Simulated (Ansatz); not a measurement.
# Sensitivity of the G0W0 gap of ZnSnN2 (Pna2_1)

Aim: change settings of a G0W0 run on ZnSnN2 (Pna2_1) and see what moves.

Calculated with Ansatz 0.2.0; G0W0 on PBE, plane waves, norm-conserving pseudopotentials.

### 1. Starting point

Symmetry: Pna2_1, No. 33, orthorhombic system. Conventional cell: a = 5.854 Å, b = 6.737 Å, c = 5.481 Å, α = 90.00°, β = 90.00°, γ = 90.00°. Zn has 4 N at 2.05 to 2.07 Å nearest. Sn has 4 N at 2.06 to 2.08 Å nearest. Nearest to N lie 2 Zn at 2.05 to 2.07 Å and 2 Sn at 2.07 to 2.08 Å. N has 2 Zn at 2.05 Å and 2 Sn at 2.06 to 2.07 Å nearest. Farther neighbours and most contacts between anions are not listed.

Coordinates:

```
Zn Sn N
1.0
     5.85427    0.00000    0.00000
     0.00000    6.73745    0.00000
     0.00000    0.00000    5.48058
Zn Sn N
4 4 8
Direct
  0.58306 0.87495 0.99881
  0.41694 0.12505 0.49881
  0.91694 0.37495 0.49881
  0.08306 0.62505 0.99881
  0.58840 0.37506 0.99927
  0.41160 0.62494 0.49927
  0.91160 0.87506 0.49927
  0.08840 0.12494 0.99927
  0.58240 0.37437 0.37835
  0.41760 0.62563 0.87835
  0.91760 0.87437 0.87835
  0.08240 0.12563 0.37835
  0.57972 0.87579 0.37356
  0.42028 0.12421 0.87356
  0.92028 0.37579 0.87356
  0.07972 0.62421 0.37356
```

The cell and positions are those that the Materials Project relaxed with its own functionals (PBE, PBE+U or r2SCAN), kept fixed.

### 2. The base run: 2×2×2 mesh, 490 empty bands, screening to 100 eV, norm-conserving files

G0W0 replaces the xc potential by the self-energy, built once from these orbitals. Only a window of levels is corrected, while the sums run over the empty bands that the input names. This step takes norm-conserving files.

input.yaml reads:

```yaml
crystal:
  lattice:
    - [5.8542731, 0.0, 0.0]
    - [0.0, 6.7374542, 0.0]
    - [0.0, 0.0, 5.48058331]
  atoms:
    - { symbol: Zn, position: [0.58306262, 0.87494525, 0.99881237] }
    - { symbol: Zn, position: [0.41693738, 0.12505475, 0.49881237] }
    - { symbol: Zn, position: [0.91693738, 0.37494525, 0.49881237] }
    - { symbol: Zn, position: [0.08306262, 0.62505475, 0.99881237] }
    - { symbol: Sn, position: [0.58840042, 0.37506264, 0.9992746] }
    - { symbol: Sn, position: [0.41159958, 0.62493736, 0.4992746] }
    - { symbol: Sn, position: [0.91159958, 0.87506264, 0.4992746] }
    - { symbol: Sn, position: [0.08840042, 0.12493736, 0.9992746] }
    - { symbol: "N", position: [0.58239595, 0.37436694, 0.37835473] }
    - { symbol: "N", position: [0.41760405, 0.62563306, 0.87835473] }
    - { symbol: "N", position: [0.91760405, 0.87436694, 0.87835473] }
    - { symbol: "N", position: [0.08239595, 0.12563306, 0.37835473] }
    - { symbol: "N", position: [0.57971582, 0.87578583, 0.37355931] }
    - { symbol: "N", position: [0.42028418, 0.12421417, 0.87355931] }
    - { symbol: "N", position: [0.92028418, 0.37578583, 0.87355931] }
    - { symbol: "N", position: [0.07971582, 0.62421417, 0.37355931] }
kpoints:
  mp_grid: { grid: [2, 2, 2] }
hamiltonian:
  xc: pbe
  pseudopotentials: { kind: nc }
scf:
  occupations: { method: fixed }
gw:
  n_empty_bands: 490
  ecut_chi: 100
  qp_bands: [v4, c4]
  qp_kpoints: band_edges
  screening: { model: contour_deformation }
```

Started as:

```bash
> ansatz run input.yaml --threads 2 --pin off --max-ram 92160MiB --backend cuda --events-out ev --progress --plain --runs-dir out --devices 1 --max-vram 13GiB
```

Numbers of over 12 decimals in the logs are rounded to 6 here.

What it wrote:

```text
GPUs: using 1 of 1 available (devices: 1).
Engine: ansatz 0.2.0, x86_64-unknown-linux-gnu
Pseudopotentials: kind: nc
Pseudopotential: Zn, nc, valence charge 20, recommended cutoff 1142.878222 eV (normal), Zn.nc.azcp
Pseudopotential: Sn, nc, valence charge 14, recommended cutoff 979.609905 eV (normal), Sn.nc.azcp
Pseudopotential: N, nc, valence charge 5, recommended cutoff 1240 eV (normal), N.nc.azcp
Functional definition: PBE
  parameter kappa = 0.804
  parameter beta = 0.066725
  exchange = pbe_x(kappa = kappa, mu = beta*pi^2/3)
  correlation = pbe_c(beta = beta)
device memory: the entry about to start is reckoned to put 4.8 GiB on a device that reports 56.3 GiB free (of which the cap on the GPU budget leaves the run 13.0 GiB)
GPU FFT provider: cuFFT
GPU libraries: cuBLAS 13.8.2, cuFFT 12.4.0, cuSOLVER 12.3.4
Crystal: 16 atoms, lattice volume = 216.170 Å³
Basis set: ecut = 1240 eV, 21389 PW (Γ)
Bands: 106, of which v1, the nominal top of the filled ones, is band 88 counted from 1 (87 counted from 0)
Symmetry: 4 space group operations
Space group: Pna21 (ITA 33), of the structure as read, at distance tolerance 6.0e-5 Å
k-points: 8
Non-local potential: Zn, projectors of the file, l = 0: 2, l = 1: 2, l = 2: 2, l = 3: 1
Non-local potential: Sn, projectors of the file, l = 0: 3, l = 1: 3, l = 2: 2, l = 3: 2
Non-local potential: N, projectors of the file, l = 0: 2, l = 1: 2
Initial density: superposition of atomic densities (chi_scale 0.1, normalization cell, long waves kept (reshape's long-wave potential 0.03 eV rms))
Initial wavefunctions: pseudopotential atomic-orbital guess
GPU buffer pool allocated for 368640 grid points (all kernels)
GPU transforms: local potential and band sums: pruned to the plane-wave sphere, on 72×80×64
Functional: x = pbe(κ = 0.804, μ = 0.219515), c = pbe(β = 0.066725)
SCF iter   1: F=—  HF=-33943.846837 eV  |F-HF|=—  |Δ(HF+E_count)|=         —  Δρ=1.01e-1  dr2=2.37e1  ethr=3.10e-3  ⟨swp⟩=7.2  Hψ=3987  notcnv=0  defer=120
preconditioner: auto → Resta (q_TF=auto, 2.636 Å⁻¹)  ε∞=4.6  [insulator: Δε(μ)=1.158 eV  Ē_g=16.036 eV  n_scr=72 (ndim 8)  ℏωp=30.3 eV  f_vac=0.000  ε∞_Penn≈4.6]
SCF iter   2: F=—  HF=-33937.436429 eV  |F-HF|=—  |Δ(HF+E_count)|=    6.41e0  Δρ=3.47e-2  dr2=2.54e0  ethr=3.10e-3  ⟨swp⟩=4.9  Hψ=1924  notcnv=0  defer=124
SCF iter   3: F=—  HF=-33937.034308 eV  |F-HF|=—  |Δ(HF+E_count)|=   4.02e-1  Δρ=1.88e-2  dr2=5.11e-1  ethr=1.45e-3  ⟨swp⟩=3.1  Hψ=1887  notcnv=0  defer=124
SCF iter   4: F=—  HF=-33936.956012 eV  |F-HF|=—  |Δ(HF+E_count)|=   7.83e-2  Δρ=9.66e-3  dr2=1.25e-1  ethr=2.90e-4  ⟨swp⟩=4.6  Hψ=2228  notcnv=0  defer=124
SCF iter   5: F=—  HF=-33936.935554 eV  |F-HF|=—  |Δ(HF+E_count)|=   2.05e-2  Δρ=3.20e-3  dr2=9.56e-3  ethr=7.08e-5  ⟨swp⟩=4.0  Hψ=1762  notcnv=0  defer=128
[...]
device memory: the entry about to start is reckoned to put 7.6 GiB on a device that reports 57.0 GiB free (of which the cap on the GPU budget leaves the run 13.0 GiB)
NSCF: frozen V_eff on 8 k-points
G₀W₀ screening: q 1/8
[... further progress lines ...]
SCF converged after 11 iterations
Free energy (F): -33936.940013 eV
Harris-Foulkes:  -33936.940013 eV  (|F-HF|=4.50e-8)
Internal energy: -33936.940013 eV  (E = F + TS)
E sigma→0 (E₀):  -33936.940013 eV
Fermi energy:    10.989743 eV
--- Per-component energies (eV) ---
  E_band       = -2352.826720
  E_kinetic    = 17109.734357
  E_local      = -27353.714963  (includes V_loc(G=0)·N_el)
  E_nonlocal   = -9955.657937
  E_hartree    = 11396.151710
  E_xc         = -5854.872748
  E_vxc        = -4945.465545  (∫ρ·V_xc dr)
  E_ewald      = -19278.580432
  E_smearing   = -0.000000  (= −TS)
  E_closure    = 0.000000  (closes the sum)
  Σ components = -33936.940013   (vs F -33936.940013, Δ=0.00e0)
--- Band table (eV; the first three rows and the last of 8) ---
  k-point 0: bands = [... 84 lower, 10.2118, 10.9130, 10.9509, 10.9897, 11.1955, 13.7882, 14.6752, 15.2837, ... 14 higher]
  k-point 1: bands = [... 84 lower, 10.5129, 10.5129, 10.5453, 10.5453, 13.5415, 13.5415, 14.3834, 14.3834, ... 14 higher]
  k-point 2: bands = [... 84 lower, 10.4111, 10.4111, 10.5792, 10.5792, 13.3106, 13.3106, 15.6018, 15.6018, ... 14 higher]
  k-point 7: bands = [... 84 lower, 9.6482, 9.6482, 9.8372, 9.8372, 14.6605, 14.6605, 14.6903, 14.6903, ... 14 higher]
--- G₀W₀: contour deformation, 9 samples at zero and on the imaginary axis and 1 off it, 8 q-points, 490 empty bands' worth ---
  eigenvalues of the whole cell's RPA ε∞ on this k-mesh (on a slab, of 1 + 4πα/V) = 504.7541, 661.2796, 1033.4315; static W/v taken at q = 0 is 0.001434
  bands read: the sum over 578 bands ends inside a degenerate multiplet in 1 slot, whose members it reads at an even weight; the widest, k=5: bands 577 to 580 (counted from 1) at 2/4 each
  gw.qp_kpoints: band_edges: 8 of 8 stored k-points solved, in 1 pass; an edge of the gap read off the rows below is read off those points alone
    ik  band        ε_KS         Σx   Σc(E_QP)       V_xc       Z   E_QP_lin       E_QP  E_QP is
     0    85     10.2118   -25.5888     4.2811   -20.9664  0.7091     9.8661     9.8706  root
     0    86     10.9130   -25.3030     3.7242   -21.4074  0.7133    10.7404    10.7416  root
     0    87     10.9509   -25.8271     3.8172   -21.8250  0.7135    10.7645    10.7660  root
     0    88     10.9897   -25.7087     3.7505   -21.7851  0.7139    10.8155    10.8167  root
     0    89     11.1955   -11.4582    -3.5473   -15.3021  0.7466    11.4942    11.4922  root
     0    90     13.7882   -10.6634    -4.4597   -15.5821  0.7483    14.2548    14.2472  root
     0    91     14.6752   -11.4160    -4.6367   -16.6462  0.7308    15.2830    15.2688  root
     0    92     15.2837    -9.4774    -4.4778   -14.2052  0.7525    15.5356    15.5337  root
[...]
7    89     14.6605   -11.2159    -4.4917   -16.2114  0.7344    15.1743    15.1643  root
     7    90     14.6605   -11.2159    -4.4917   -16.2114  0.7344    15.1743    15.1643  root
     7    91     14.6903   -11.0065    -4.4528   -15.9400  0.7344    15.1798    15.1710  root
     7    92     14.6903   -11.0065    -4.4528   -15.9400  0.7344    15.1798    15.1710  root
```

It took 28 s on 1 × NVIDIA H100 80GB HBM3 (shared by 6 runs) with 2 threads of AMD EPYC 7R13 (Zen 3), shared host; peak memory 4 GiB; 43 s of CPU time.

The column dr2 measures how far the density is from self-consistency, as an energy; F and HF (Harris–Foulkes) agree once it is small.

This step gave:

```yaml
bands_summed: 578
rpa_eps_infinity_on_this_mesh_eigenvalues: 504.8, 661.3, 1033
plane_waves_in_the_screening_matrix: 495
q_points_in_the_mesh: 8
g0w0_gap_on_the_mesh: 0.6755 eV
k_of_the_valence_top: 0, 0, 0
k_of_the_conduction_bottom: 0, 0, 0
starting_gap_on_the_mesh: 0.2057 eV
z_at_the_valence_top: 0.7139
z_at_the_conduction_bottom: 0.7466
least_direct_g0w0_gap_on_the_computed_points: 0.6755 eV
```

The gap on the mesh goes from 0.21 eV to 0.68 eV, a correction of +0.47 eV. Between the two edge states, bare exchange in place of the xc potential would open the gap by 7.77 eV, and correlation takes back 7.30 eV.

### 3. Variant: static remainder

Changes to input.yaml since step 2:

```diff
@@ -30,3 +30,3 @@
 gw:
-  n_empty_bands: 490
+  n_empty_bands: 228
   ecut_chi: 100
@@ -35 +35,2 @@
   screening: { model: contour_deformation }
+  static_remainder: true
```

What it wrote:

```text
Warning: gw takes pair_densities: pseudo, which can misplace gaps by tens of per cent, since gw.static_remainder lacks the terms of the atoms
GPUs: using 1 of 1 available (devices: 1).
[...]
GPU FFT provider: cuFFT
GPU libraries: cuBLAS 13.8.2, cuFFT 12.4.0, cuSOLVER 12.3.4
Crystal: 16 atoms, lattice volume = 216.170 Å³
Basis set: ecut = 1240 eV, 21389 PW (Γ)
Bands: 106, of which v1, the nominal top of the filled ones, is band 88 counted from 1 (87 counted from 0)
[... 1 set-up line as in the run before ...]
[...]
k-points: 8
[...]
GPU buffer pool allocated for 368640 grid points (all kernels)
[...]
SCF iter   1: F=—  HF=-33943.846837 eV  |F-HF|=—  |Δ(HF+E_count)|=         —  Δρ=1.01e-1  dr2=2.37e1  ethr=3.10e-3  ⟨swp⟩=7.2  Hψ=3987  notcnv=0  defer=120
[...]
SCF iter  11: F=-33936.940013 eV  HF=-33936.940013 eV  |F-HF|=4.50e-8  |Δ(HF+E_count)|=   2.33e-7  Δρ=8.37e-6  dr2=5.55e-8  ethr=5.68e-11  ⟨swp⟩=27.0  Hψ=8801  notcnv=0
SCF 1 converged in 11 iterations: F = -33936.940013 eV  dr2 = 5.55e-8
[...]
NSCF: frozen V_eff on 8 k-points
[...]
G₀W₀ screening: q 1/8
[... further progress lines ...]
SCF converged after 11 iterations
Free energy (F): -33936.940013 eV
[...]
Internal energy: -33936.940013 eV  (E = F + TS)
E sigma→0 (E₀):  -33936.940013 eV
Fermi energy:    10.989743 eV
[...]
--- Band table (eV; the first three rows and the last of 8) ---
  k-point 0: bands = [... 84 lower, 10.2118, 10.9130, 10.9509, 10.9897, 11.1955, 13.7882, 14.6752, 15.2837, ... 14 higher]
  k-point 1: bands = [... 84 lower, 10.5129, 10.5129, 10.5453, 10.5453, 13.5415, 13.5415, 14.3834, 14.3834, ... 14 higher]
  k-point 2: bands = [... 84 lower, 10.4111, 10.4111, 10.5792, 10.5792, 13.3106, 13.3106, 15.6018, 15.6018, ... 14 higher]
  k-point 7: bands = [... 84 lower, 9.6482, 9.6482, 9.8372, 9.8372, 14.6605, 14.6605, 14.6903, 14.6903, ... 14 higher]
[...]
static-remainder magnitude (band-truncation diagnostic): 1.2803 eV
[...]
0    85     10.2118   -23.3249     3.8123   -19.0929  0.7103     9.7853     9.7922  root
     0    86     10.9130   -22.9780     3.2340   -19.4897  0.7144    10.6568    10.6587  root
     0    87     10.9509   -23.3609     3.2976   -19.8062  0.7147    10.6917    10.6938  root
     0    88     10.9897   -23.2811     3.2356   -19.7940  0.7151    10.7365    10.7384  root
     0    89     11.1955    -9.8342    -3.6619   -13.6313  0.7452    11.3312    11.3307  root
     0    90     13.7882    -8.7014    -4.6164   -13.7164  0.7481    14.1923    14.1868  root
     0    91     14.6752    -9.5276    -4.8551   -14.8687  0.7305    15.1702    15.1611  root
     0    92     15.2837    -7.4856    -4.6938   -12.4924  0.7529    15.6001    15.5968  root
[...]
7    89     14.6605    -9.3457    -4.7266   -14.5007  0.7344    15.0960    15.0889  root
     7    90     14.6605    -9.3457    -4.7266   -14.5007  0.7344    15.0960    15.0889  root
     7    91     14.6903    -9.2428    -4.6865   -14.3363  0.7344    15.1033    15.0972  root
     7    92     14.6903    -9.2428    -4.6865   -14.3363  0.7344    15.1033    15.0972  root
```

The job ended after 21 s (1 × NVIDIA H100 80GB HBM3 (shared by 6 runs) with 2 threads; peak memory 2.5 GiB; 39 s of CPU time).

Against the base:

```tsv
setting	base	variant
empty bands	490	228
static remainder	-	true
```

```tsv
quantity	variant	base
starting gap on the mesh	0.206	0.206
G0W0 gap on the mesh	0.592	0.675
least direct G0W0 gap on the computed points	0.592	0.675
Z at the valence top	0.715	0.714
Z at the conduction bottom	0.745	0.747
```

### 4. What came out

```yaml
base: 0.68 eV, 28 s
static_remainder: 0.59 eV, 21 s
```

Static remainder: the gap moves by −0.08 eV; such settings are too crude to quote. The variant differs from the base in empty bands and static remainder together, so the change can't be laid to one of them. This option needs pseudo pair densities, which the log warns can misplace gaps. All runs here use a coarse mesh and modest cutoffs; they test settings and are not final values. The 2×2×2 mesh is coarse for this cell (its supercell is 11 Å along the shortest edge). The RPA ε∞ on it, from the PBE start, is 504.75, 661.28 and 1033.43; such meshes misread the long-range screening, most where the gap is narrow. On this mesh the RPA ε∞ passes 90, more than nearly any semiconductor shows; a coarse mesh does this where one point with a narrow direct gap carries much weight. The screening is then too strong, and the G0W0 gap should not be taken as the material's. A d shell, filled or nearly so, lies near the gap. One-shot GW converges very slowly in bands there, not always from below, and on a semilocal start the gap tends to come out low; starts rich in exact exchange can overshoot instead. The many-body steps are scalar-relativistic: spin-orbit coupling is not in them.

[Paths, hosts, dates, memory and timing lines, banners, echoed tables and standing remarks are left out of the program output.]

[Logs are printed without paths, hosts, clocks, repeated set-up lines and the standing remarks that a program may print on its own settings, such as how far it seeks lower states.]

[Runs of the session that timed out or met a known fault of the program may be left out.]

[Cells called generated may have been cut or substituted from an entry of the Crystallography Open Database or the Materials Project.]

[Hosts, paths, dates, database ids (printed as entryN), source tags and the programs' standing remarks are cut or masked in the printed files.]
